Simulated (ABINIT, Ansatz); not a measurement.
An input for ABINIT 10.8.3 (CO2 (P4_2/mnm)):

```
acell 3*1.0 Angstrom
rprim 
  4.227212790000 0.000000000000 0.000000000000
  0.000000000000 4.227212790000 0.000000000000
  0.000000000000 0.000000000000 4.687771590000
ntypat 2
znucl 6 8
natom 6
typat 1 1 2 2 2 2
xred 
  0.500000000000 0.500000000000 0.500000000000
  0.000000000000 0.000000000000 0.000000000000
  0.304826860000 0.695173140000 0.500000000000
  0.695173140000 0.304826860000 0.500000000000
  0.195173140000 0.195173140000 0.000000000000
  0.804826860000 0.804826860000 0.000000000000
pp_dirpath "pseudos"
pseudos "C.upf, O.upf"
ecut 37
ngkpt 6 6 4
nshiftk 1
shiftk 0 0 0
kptopt 1
chksymbreak 0
nband 23
occopt 1
tolvrs 1e-10
nstep 60
prtwf 0
optforces 0
optstress 0
indata_prefix "in"
outdata_prefix "out"
tmpdata_prefix "tmp"
```

```sh
OMP_NUM_THREADS=1 mpirun -n 4 abinit run.abi > log
```

**Question.** How long will it take on 4 MPI ranks of Arm Neoverse V2, shared host, and how much memory?

It took 35 s; on shared hardware allow 18 s to 70 s. Peak host memory was 0.38 GiB.

[Paths, hosts, dates, memory and timing lines, banners, echoed tables and standing remarks are left out of the program output.]

[Logs are printed without paths, hosts, clocks, repeated set-up lines and the standing remarks that a program may print on its own settings, such as how far it seeks lower states.]

[Runs of the session that timed out or met a known fault of the program may be left out.]

[Hosts, paths, dates, database ids (printed as entryN), source tags and the programs' standing remarks are cut or masked in the printed files.]

[G0W0 gaps are taken among the corrected bands and points alone; a level outside them can change the order at an edge.]

[Where Ansatz stands beside ABINIT at settings called matched, ABINIT's density can come from a denser mesh and the files from another edition; pairs whose starting gaps differed by over 0.03 eV were left out, so agreement reads better than it is.]
